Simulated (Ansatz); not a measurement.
## Hf4CdCo: relaxing a made-up structure

This structure for Hf4CdCo is made up. Its elements were placed in a known structure type with a cell scaled to their sizes. What cell does the guess relax to, and how far off was it?

Program: Ansatz 0.2.0. Level of theory: DFT, PBEsol, plane-wave PAW, files of the set soft_1, scalar-relativistic, ferromagnetic start, cell and ions relaxed at zero pressure; PAW set soft_1, in the first sound run; inputs show where later runs differ. Results are calculated unless marked as measured.

### Step 1. The structure

It takes space group I422 (No. 97, tetragonal). Conventional cell: a = 6.696 Å, b = 6.696 Å, c = 5.347 Å, α = 90.00°, β = 90.00°, γ = 90.00°. Hf has 2 Cd at 2.84 Å and 2 Co at 2.84 Å and 3 Hf at 3.12 Å nearest. Nearest to Cd lie 2 Co at 2.67 Å and 8 Hf at 2.84 Å. Co has 2 Cd at 2.67 Å and 8 Hf at 2.84 Å nearest. Farther neighbours are not listed.

### Step 2. Relaxation of the guess

The guess takes its coordinates from another compound and its volume from a rule, so the cell and any free coordinates are relaxed together.

File input.yaml:

```yaml
crystal:
  lattice:
    - [-3.348, 3.348, 2.6735]
    - [3.348, -3.348, 2.6735]
    - [3.348, 3.348, -2.6735]
  atoms:
    - { symbol: Hf, position: [0.915, 0.085, 0.5] }
    - { symbol: Hf, position: [0.585, 0.415, 0.5] }
    - { symbol: Hf, position: [0.085, 0.585, 0.17] }
    - { symbol: Hf, position: [0.415, 0.915, 0.83] }
    - { symbol: Cd, position: [0.0, 0.0, 0.0] }
    - { symbol: Co, position: [0.5, 0.5, 0.0], spin: 2.0 }
magnetization:
  spin_polarized: true
kpoints:
  mp_grid: { grid: [7, 7, 7] }
scf:
  occupations: { method: fermi_dirac, width: 0.05 }
hamiltonian:
  xc: pbesol
  pseudopotentials: { kind: paw, azcp: { folder: soft_1 }, xc_functional: pbe }
relax:
  f_tol: 0.015
  max_steps: 70
  cell: {}
output:
  forces: true
  stress: true
```

Launch:

```
ansatz run input.yaml --threads 4 --pin off --max-ram 10240MiB --backend cpu --events-out ev --progress --plain --runs-dir out
```

Numbers of over 12 decimals in the logs are rounded to 6 here.

Log:

```text
Engine: ansatz 0.2.0, aarch64-unknown-linux-gnu
Pseudopotentials: kind: paw
Pseudopotential: Hf, paw, valence charge 26, recommended cutoff 420 eV (normal), soft_1/Hf.paw.azcp
Pseudopotential: Cd, paw, valence charge 20, recommended cutoff 420 eV (normal), soft_1/Cd.paw.azcp
Pseudopotential: Co, paw, valence charge 17, recommended cutoff 420 eV (normal), soft_1/Co.paw.azcp
Functional definition: PBEsol
  exchange = pbesol_x
  correlation = pbesol_c
Crystal: 6 atoms, lattice volume = 119.870 Å³
Basis set: ecut = 420 eV, 2337 PW (Γ), exchange–correlation on 80×80×80 points (8 copies of the dense FFT grid, shifted against one another)
Bands: 86, of which v1, the nominal top of the filled ones, is band 71 counted from 1 (70 counted from 0)
Symmetry: 8 space group operations
Space group: I422 (ITA 97), of the structure as read, at distance tolerance 4.9e-5 Å
Magnetic group: BNS 97.151 (UNI 811), of the structure as read, at distance tolerance 4.9e-5 Å
k-points: 40 of 343 (time reversal used)
Non-local potential: Hf, projectors of the file, l = 0: 3, l = 1: 2, l = 2: 2, l = 3: 3
Non-local potential: Cd, projectors of the file, l = 0: 3, l = 1: 2, l = 2: 2, l = 3: 1
Non-local potential: Co, projectors of the file, l = 0: 3, l = 1: 2, l = 2: 3, l = 3: 1
PAW form: soft (Blöchl's): semilocal exchange-correlation on the pseudo side does not see the compensation charge
PAW frozen core: Hf, regenerated for the run's functional, and the local potential with it (the file was generated under x = pbe(κ = 0.804, μ = 0.219515), c = pbe(β = 0.066725))
PAW frozen core: Cd, regenerated for the run's functional, and the local potential with it (the file was generated under x = pbe(κ = 0.804, μ = 0.219515), c = pbe(β = 0.066725))
PAW frozen core: Co, regenerated for the run's functional, and the local potential with it (the file was generated under x = pbe(κ = 0.804, μ = 0.219515), c = pbe(β = 0.066725))
PAW one-centre angular grid: Hf, 590 points (default); XC on 64 Gauss nodes
PAW one-centre angular grid: Cd, 590 points (default); XC on 64 Gauss nodes
PAW one-centre angular grid: Co, 590 points (default); XC on 64 Gauss nodes
Initial density: superposition of atomic densities (chi_scale 0.1, normalization cell, long waves kept (reshape's long-wave potential 0.00 eV rms))
Starting moments: Σ|m| = 2 μB on 1 of 6 sites
Initial wavefunctions: pseudopotential atomic-orbital guess
Functional: x = pbesol(κ = 0.804, μ = 0.123457), c = pbesol(β = 0.046)
SCF iter   1: F=—  HF=-75674.366383 eV  |F-HF|=—  |Δ(HF+E_count)|=         —  Δρ=6.63e-2 (↑6.63e-2 ↓5.30e-2)  dr2=1.57e1  dr2_m=7.30e-2  M=1.340 μB ∫|m|=2.175 μB  β_m=0.30  ethr=3.10e-3  ⟨swp⟩=5.5  Hψ=20643  notcnv=0  defer=63
Mixer restart at iter 1: flushing history
preconditioner: auto → Kerker (q_TF=auto, 2.803 Å⁻¹)  [metal: Δε(μ)=0.012 eV  Ē_g=15.892 eV  σ=0.050 eV  W_gap=0.06  n_scr=46 (ndim 8)  ℏωp=36.7 eV  f_vac=0.000  D(μ)=7.85/eV (n_scr^D=70)]
spin=Collinear: Kerker preconditioning applied to the charge; magnetization (m = ρ↑ − ρ↓) channel mixes plain (no charge-response kernel on spin).
SCF iter   2: F=—  HF=-75671.195957 eV  |F-HF|=—  |Δ(HF+E_count)|=    3.17e0  Δρ=1.70e-2 (↑1.68e-2 ↓1.70e-2)  dr2=1.43e0  dr2_m=3.30e-2  M=1.264 μB ∫|m|=2.129 μB  β_m=0.31  ethr=3.10e-3  ⟨swp⟩=3.1  Hψ=14872  notcnv=0  defer=467
SCF iter   3: F=—  HF=-75671.093413 eV  |F-HF|=—  |Δ(HF+E_count)|=   1.03e-1  Δρ=1.68e-2 (↑1.20e-2 ↓1.68e-2)  dr2=7.11e-1  dr2_m=6.66e-2  M=1.136 μB ∫|m|=2.049 μB  β_m=0.66  ethr=1.02e-3  ⟨swp⟩=2.7  Hψ=9692  notcnv=0  defer=447
SCF iter   4: F=—  HF=-75671.667664 eV  |F-HF|=—  |Δ(HF+E_count)|=   5.74e-1  Δρ=2.82e-2 (↑9.06e-3 ↓2.82e-2)  dr2=1.30e0  dr2_m=1.27e-1  M=0.769 μB ∫|m|=1.759 μB  β_m=0.25  ethr=5.04e-4  ⟨swp⟩=3.0  Hψ=9219  notcnv=0  defer=447
SCF iter   5: F=—  HF=-75671.868648 eV  |F-HF|=—  |Δ(HF+E_count)|=   2.01e-1  Δρ=1.15e-2 (↑8.00e-3 ↓1.15e-2)  dr2=1.16e-1  dr2_m=8.43e-2  M=0.648 μB ∫|m|=1.638 μB  β_m=0.54  ethr=5.04e-4  ⟨swp⟩=3.0  Hψ=13809  notcnv=0  defer=432
SCF iter   6: F=—  HF=-75672.112800 eV  |F-HF|=—  |Δ(HF+E_count)|=         —  Δρ=2.44e-2 (↑2.44e-2 ↓1.12e-2)  dr2=1.51e-1  dr2_m=3.45e-1  M=0.100 μB ∫|m|=0.802 μB  β_m=0.61  ethr=8.24e-5  ⟨swp⟩=3.1  Hψ=14680  notcnv=0  defer=422
Mixer restart at iter 6: flushing history
SCF iter   7: F=—  HF=-75672.104778 eV  |F-HF|=—  |Δ(HF+E_count)|=   8.02e-3  Δρ=1.58e-2 (↑7.11e-3 ↓1.58e-2)  dr2=6.29e-2  dr2_m=1.42e-1  M=0.066 μB ∫|m|=0.641 μB  β_m=0.81  ethr=8.24e-5  ⟨swp⟩=3.0  Hψ=14609  notcnv=0  defer=416
SCF iter   8: F=—  HF=-75672.121136 eV  |F-HF|=—  |Δ(HF+E_count)|=   1.64e-2  Δρ=1.57e-2 (↑1.57e-2 ↓1.81e-3)  dr2=2.29e-1  dr2_m=5.76e-2  M=0.042 μB ∫|m|=0.466 μB  β_m=0.88  ethr=4.46e-5  ⟨swp⟩=3.6  Hψ=15110  notcnv=0  defer=416
SCF iter   9: F=—  HF=-75672.095632 eV  |F-HF|=—  |Δ(HF+E_count)|=   2.55e-2  Δρ=5.91e-3 (↑9.83e-4 ↓5.91e-3)  dr2=4.22e-2  dr2_m=7.80e-3  M=0.007 μB ∫|m|=0.221 μB  β_m=0.75  ethr=4.46e-5  ⟨swp⟩=3.0  Hψ=14924  notcnv=0  defer=413
SCF iter  10: F=—  HF=-75672.090221 eV  |F-HF|=—  |Δ(HF+E_count)|=   5.41e-3  Δρ=4.30e-3 (↑6.84e-4 ↓4.30e-3)  dr2=2.38e-2  dr2_m=3.72e-3  M=-0.000 μB ∫|m|=0.151 μB  β_m=0.85  ethr=2.99e-5  ⟨swp⟩=2.0  Hψ=10395  notcnv=0  defer=414
SCF iter  11: F=—  HF=-75672.087991 eV  |F-HF|=—  |Δ(HF+E_count)|=   2.23e-3  Δρ=4.20e-4 (↑2.00e-4 ↓4.20e-4)  dr2=2.07e-4  dr2_m=2.45e-5  M=-0.008 μB ∫|m|=0.010 μB  β_m=0.90  ethr=1.69e-5  ⟨swp⟩=2.0  Hψ=10782  notcnv=0  defer=416
SCF iter  12: F=—  HF=-75672.088591 eV  |F-HF|=—  |Δ(HF+E_count)|=   6.00e-4  Δρ=6.36e-4 (↑6.36e-4 ↓8.55e-5)  dr2=4.84e-4  dr2_m=9.40e-5  M=-0.003 μB ∫|m|=0.030 μB  β_m=0.90  ethr=1.47e-7  ⟨swp⟩=2.0  Hψ=12637  notcnv=0  defer=416
SCF iter  13: F=—  HF=-75672.088651 eV  |F-HF|=—  |Δ(HF+E_count)|=   6.02e-5  Δρ=2.32e-4 (↑2.32e-4 ↓8.85e-5)  dr2=1.18e-4  dr2_m=6.60e-6  M=-0.002 μB ∫|m|=0.012 μB  β_m=0.95  ethr=1.47e-7  ⟨swp⟩=2.0  Hψ=9768  notcnv=0  defer=416
SCF iter  14: F=—  HF=-75672.088652 eV  |F-HF|=—  |Δ(HF+E_count)|=   8.29e-7  Δρ=4.97e-5 (↑4.97e-5 ↓3.70e-5)  dr2=1.70e-6  dr2_m=1.52e-6  M=-0.001 μB ∫|m|=0.003 μB  β_m=0.83  ethr=8.40e-8  ⟨swp⟩=2.1  Hψ=8120  notcnv=0  defer=416
SCF iter  15: F=—  HF=-75672.088651 eV  |F-HF|=—  |Δ(HF+E_count)|=   8.41e-7  Δρ=2.17e-5 (↑2.17e-5 ↓1.12e-5)  dr2=1.22e-6  dr2_m=5.00e-8  M=-0.001 μB ∫|m|=0.001 μB  β_m=0.92  ethr=1.20e-9  ⟨swp⟩=2.2  Hψ=12630  notcnv=0  defer=416
[...]
SCF iter   1: F=—  HF=-75672.272602 eV  |F-HF|=—  |Δ(HF+E_count)|=         —  Δρ=4.22e-5 (↑4.21e-5 ↓4.22e-5)  dr2=4.60e-6  dr2_m=2.39e-12  M=-0.000 μB ∫|m|=0.000 μB  β_m=0.65  ethr=1.84e-8  ⟨swp⟩=7.6  Hψ=56940  notcnv=0
preconditioner: auto → Kerker (q_TF=auto, 2.709 Å⁻¹)  [metal: Δε(μ)=0.002 eV  Ē_g=16.184 eV  σ=0.050 eV  W_gap=0.01  n_scr=38 (ndim 8)  ℏωp=37.6 eV  f_vac=0.000  D(μ)=6.99/eV (n_scr^D=70)]
spin=Collinear: Kerker preconditioning applied to the charge; magnetization (m = ρ↑ − ρ↓) channel mixes plain (no charge-response kernel on spin).
SCF iter   2: F=—  HF=-75672.272640 eV  |F-HF|=—  |Δ(HF+E_count)|=   3.81e-5  Δρ=2.71e-5 (↑2.71e-5 ↓2.71e-5)  dr2=2.06e-6  dr2_m=6.45e-13  M=-0.000 μB ∫|m|=0.000 μB  β_m=0.41  ethr=3.26e-9  ⟨swp⟩=3.8  Hψ=15396  notcnv=0
SCF iter   3: F=—  HF=-75672.272638 eV  |F-HF|=—  |Δ(HF+E_count)|=   1.79e-6  Δρ=1.47e-5 (↑1.47e-5 ↓1.47e-5)  dr2=6.13e-7  dr2_m=1.96e-13  M=-0.000 μB ∫|m|=0.000 μB  β_m=0.56  ethr=1.46e-9  ⟨swp⟩=2.4  Hψ=12425  notcnv=0
SCF iter   4: F=—  HF=-75672.272638 eV  |F-HF|=—  |Δ(HF+E_count)|=   1.96e-8  Δρ=5.63e-6 (↑5.63e-6 ↓5.60e-6)  dr2=7.00e-8  dr2_m=4.07e-13  M=-0.000 μB ∫|m|=0.000 μB  β_m=0.78  ethr=4.35e-10  ⟨swp⟩=2.4  Hψ=8775  notcnv=0
SCF iter   5: F=—  HF=-75672.272639 eV  |F-HF|=—  |Δ(HF+E_count)|=   3.29e-7  Δρ=3.39e-6 (↑3.39e-6 ↓3.37e-6)  dr2=6.92e-8  dr2_m=8.96e-14  M=-0.000 μB ∫|m|=0.000 μB  β_m=0.89  ethr=4.97e-11  ⟨swp⟩=4.0  Hψ=16116  notcnv=0
SCF iter   6: F=—  HF=-75672.272639 eV  |F-HF|=—  |Δ(HF+E_count)|=   2.02e-7  Δρ=6.30e-6 (↑6.30e-6 ↓6.29e-6)  dr2=1.83e-7  dr2_m=4.73e-14  M=-0.000 μB ∫|m|=0.000 μB  β_m=0.90  ethr=4.91e-11  ⟨swp⟩=2.0  Hψ=8520  notcnv=0  recentre
SCF iter   7: F=—  HF=-75672.272639 eV  |F-HF|=—  |Δ(HF+E_count)|=   1.04e-7  Δρ=2.22e-6 (↑2.22e-6 ↓2.21e-6)  dr2=3.79e-8  dr2_m=5.10e-14  M=-0.000 μB ∫|m|=0.000 μB  β_m=0.94  ethr=4.91e-11  ⟨swp⟩=2.1  Hψ=12591  notcnv=0
SCF iter   8: F=—  HF=-75672.272639 eV  |F-HF|=—  |Δ(HF+E_count)|=   3.75e-8  Δρ=1.29e-6 (↑1.29e-6 ↓1.27e-6)  dr2=7.18e-9  dr2_m=1.15e-13  M=-0.000 μB ∫|m|=0.000 μB  β_m=0.94  ethr=2.69e-11  ⟨swp⟩=2.1  Hψ=12544  notcnv=0
SCF iter   9: F=—  HF=-75672.272639 eV  |F-HF|=—  |Δ(HF+E_count)|=   2.92e-9  Δρ=6.80e-7 (↑6.66e-7 ↓6.80e-7)  dr2=2.10e-9  dr2_m=5.65e-14  M=-0.000 μB ∫|m|=0.000 μB  β_m=0.97  ethr=5.09e-12  ⟨swp⟩=3.1  Hψ=13386  notcnv=0
SCF iter  10: F=—  HF=-75672.272639 eV  |F-HF|=—  |Δ(HF+E_count)|=   3.89e-9  Δρ=3.36e-7 (↑3.29e-7 ↓3.36e-7)  dr2=5.03e-10  dr2_m=1.55e-14  M=-0.000 μB ∫|m|=0.000 μB  β_m=0.98  ethr=1.49e-12  ⟨swp⟩=2.1  Hψ=12654  notcnv=0
SCF iter  11: F=—  HF=-75672.272639 eV  |F-HF|=—  |Δ(HF+E_count)|=  6.69e-10  Δρ=6.24e-8 (↑5.55e-8 ↓6.24e-8)  dr2=1.46e-11  dr2_m=1.35e-14  M=-0.000 μB ∫|m|=0.000 μB  β_m=0.99  ethr=1.00e-12  ⟨swp⟩=2.1  Hψ=11905  notcnv=0
SCF iter  12: F=-75672.272639 eV  HF=-75672.272639 eV  |F-HF|=0.00e0  |Δ(HF+E_count)|=    0.00e0  Δρ=4.21e-8 (↑3.99e-8 ↓4.21e-8)  dr2=7.88e-12  dr2_m=1.25e-15  M=-0.000 μB ∫|m|=0.000 μB  ethr=1.00e-12  ⟨swp⟩=3.6  Hψ=51793  notcnv=0
WARN: eigensolver did not converge (σ=↑ k=3): 1 band(s) unlocked after 103 sweeps at occupation × residual norm < 1.63e-7 eV (lowest unlocked band 1, counted from 0, weighed at 1.000 electrons; max residual 5.75e-7 eV among the unlocked bands, 5.75e-7 eV over every band, not weighted by occupation; other slots of this pass that fall short are told together in one closing line; warning suppressed for the rest of this close's residual-converged pass)
the starting moments were not kept: the SCF closed with an absolute magnetisation of 1.5e-7 μB, where they sum to 2 μB in size (1 site). That is at most 0.1 of that sum. Measured as dr2_m measures the in/out step, that magnetisation stands 2.0e-14 eV from none, at or under the dr2_threshold of 6.0e-11 eV: it is no larger than a step whose dr2_m would equal this threshold.
SCF 7 converged in 12 iterations: F = -75672.272639 eV  dr2 = 7.88e-12
  Residual-converged pass: ⟨swp⟩=3.0  Hψ=8416  notcnv=1  max |occ|·‖R‖ = 5.8e-7 eV (tolerance 1.6e-7 eV)  dr2=7.88e-12  dr2_m=1.25e-15  dr2_onsite=1.18e-12  max |Δocc| = 2.8e-13
relax step   7: F+E_penalty+E_count = -75672.27263907 eV  Δ(F+E_penalty+E_count) = +1.656e-3 eV  max|allowed force component| = 4.502e-4 eV/Å  Δτ_max = 0.0000 Å  P = +0.012 GPa  Ω = 114.195 Å³  stress off target by 1.62e-2 GPa  SCF on the basis re-selected at this cell (its energy is not comparable with the rows above)  (12 SCF iters)
basis re-selected at this cell: Δ(F+E_penalty+E_count) = +1.656e-3 eV, ΔP = +0.000 GPa vs the last step (what re-selecting the basis moved, of the pressure what is left beyond the Pulay correction that the steps carried, after the strain that the cell walked since its last selection, with what the two solves' SCF thresholds leave and, on support functions, any second-order correction that the steps lacked; it is no measure of the basis error at this ecutwfc). The dense FFT grid was sized anew with the basis: this SCF ran on 36×36×36 points, the steps before it on 40×40×40, so part of this shift can come from that change (see relax.cell in the input reference). [rest of the remark cut]
SCF converged after 12 iterations
Magnetization: -0.0000 μB (70.5000 up, 70.5000 down)
Absolute magnetization: 0.0000 μB (∫|ρ↑−ρ↓|, with the PAW one-centre terms)
Spin contamination: 0.0000 ħ² per cell (⟨S²⟩ above its minimum at these occupations)
Per-site moments (μB) at R_I (Å): [(6.155501850339192e-9, 1.163993), (6.155501393114438e-9, 1.163993), (6.155501241861827e-9, 1.163993), (6.155501942055675e-9, 1.163993), (8.100045914666496e-10, 1.064790), (-8.847912589597855e-8, 1.064790)]
Free energy (F): -75672.272639 eV
Harris-Foulkes:  -75672.272639 eV  (|F-HF|=0.00e0)
Internal energy: -75672.214444 eV  (E = F + TS)
E sigma→0 (E₀):  -75672.243542 eV
Entropy (-TS):   -0.058195 eV (-9.699 meV/atom)
Fermi energy:    18.411750 eV
--- Per-component energies (eV) ---
  E_band       = -537.046310
  E_kinetic    = 2373.274387
  E_local      = -30233.253687  (includes V_loc(G=0)·N_el)
  E_nonlocal   = 814.557684
  E_hartree    = 14594.837020
  E_xc         = -1309.014852
  E_vxc        = -1337.165191  (∫ρ·V_xc dr)
  E_paw        = -35864.853192  (= ΣΔE_a)
  E_vpaw       = -1344.134389  (= ΣTr[D̂ρ^β])
  E_aug_tail   = 0.000710  (compensation charges beyond the density's cutoff)
  E_ewald      = -26053.297121
  E_core_change = 5.534605  (= ΣΔE_core)
  E_smearing   = -0.058195  (= −TS)
  E_closure    = 0.000000  (closes the sum)
  Σ components = -75672.272639   (vs F -75672.272639, Δ=0.00e0)
--- Forces (eV/Å), atoms counted from 1 ---
  atom   1  Hf     0.00045017    -0.00045017     0.00000000
  atom   2  Hf    -0.00045017     0.00045017     0.00000000
  atom   3  Hf     0.00045017     0.00045017     0.00000000
  atom   4  Hf    -0.00045017    -0.00045017     0.00000000
  atom   5  Cd    -0.00000000     0.00000000     0.00000000
  atom   6  Co     0.00000000     0.00000000     0.00000000
  max |Σ_I F_I| component: 1.30e-17 eV/Å
--- Stress (GPa, compression-positive) ---
        0.009283       0.000000       0.000000
        0.000000       0.009283      -0.000000
        0.000000      -0.000000       0.016153
  P = ⅓ Tr σ = 0.0116 GPa (0.116 kbar)
--- Relaxed structure (6 steps of the walk, 5 accepted, 1 SCFs on fresh bases) ---
  F+E_penalty+E_count = -75672.27263907 eV   max|allowed force component| = 4.502e-4 eV/Å   (the final SCF, on the basis selected at the relaxed cell)
  cell:  # Å, volume = 114.1946 Å³
    - [-3.325621, 3.325621, 2.581309]
    - [3.325621, -3.325621, 2.581309]
    - [3.325621, 3.325621, -2.581309]
  atoms:
    - { symbol: Hf, position: [0.906900, 0.093100, 0.5] }
    - { symbol: Hf, position: [0.593100, 0.406900, 0.500000] }
    - { symbol: Hf, position: [0.093100, 0.593100, 0.186201] }
    - { symbol: Hf, position: [0.406900, 0.906900, 0.813799] }
    - { symbol: Cd, position: [4.10191980828845e-19, 1.5112336135799596e-19, 5.613153421868406e-19] }
    - { symbol: Co, position: [0.500000, 0.500000, 5.613153421868397e-19] }
```

Run time: 4.9 min. Hardware: 4 threads of Arm Neoverse V1, shared host; peak memory 0.97 GiB; 19 min of CPU time.

The steps of the relaxation:

```csv
step,energy less that of the first step (eV),largest force component (eV/Å),pressure (GPa),volume (Å³)
1,0.0000,0.3553,-4.97,119.87
2,0.4786,1.3788,10.04,106.78
3,-0.1589,0.1672,-1.13,115.48
4,-0.1827,0.0567,0.67,113.61
5,-0.1855,0.0054,0.12,114.11
6,-0.1856,0.0006,0.01,114.19
7*,-0.1840,0.0004,0.01,114.19
```

Relaxation steps marked * repeat the geometry before them on a plane-wave basis chosen anew for their cell, so energy and pressure can jump there. Relaxation step 2 was tried and not accepted.

The run keeps the 8 symmetry operations that it works with, so distortions that break them were not tested.

```csv
"conventional cell, symmetrised",before,after,change
a (Å),6.696,6.651,-0.7 %
b (Å),6.696,6.651,-0.7 %
c (Å),5.347,5.163,-3.4 %
volume (Å³/atom),19.98,19.03,-4.7 %
```

The atoms that moved most (Å, as changes of fractional coordinates times the final cell):

```csv
atom,dx,dy,dz,length
Hf2,-0.054,0.054,0.000,0.076
Hf1,0.054,-0.054,0.000,0.076
Hf3,0.054,0.054,0.000,0.076
Hf4,-0.054,-0.054,0.000,0.076
```

Final coordinates:

```xyz
6
Lattice="-3.3256 3.3256 2.5813 3.3256 -3.3256 2.5813 3.3256 3.3256 -2.5813" Properties=species:S:1:pos:R:3 pbc="T T T"
Hf   -1.0436    4.3692    1.2907
Hf    1.0436    2.2820    1.2907
Hf    2.2820   -1.0436    1.2907
Hf    4.3692    1.0436    1.2907
Cd    0.0000    0.0000    0.0000
Co    0.0000    0.0000    2.5813
```

Numbers from this step:

```yaml
free_energy: -75672.2726 eV
energy_at_zero_smearing: -75672.2435 eV
smearing_term_ts: 0.05819 eV
fermi_energy: 18.41 eV
electrons: 141
symmetry_operations: 8
pressure: 0.01157 GPa
```

The shortest distance of each pair, which need not be the same contact before and after:

```csv
pair,guess (Å),relaxed (Å)
Cd–Co,2.674,2.581
Cd–Hf,2.835,2.822
Co–Hf,2.835,2.822
Hf–Hf,3.121,2.952
Cd–Cd,5.347,5.163
```

The relaxation ends with a largest force component of 4.5e-4 eV/Å and a pressure of 0.01 GPa. The starting moments have collapsed: the run ends non-magnetic.

(Part 1 of 2 ends here.)

[Logs are printed without paths, hosts, clocks, repeated set-up lines and the standing remarks that a program may print on its own settings, such as how far it seeks lower states.]

[Hosts, paths, dates, database ids (printed as entryN), source tags and the programs' standing remarks are cut or masked in the printed files.]
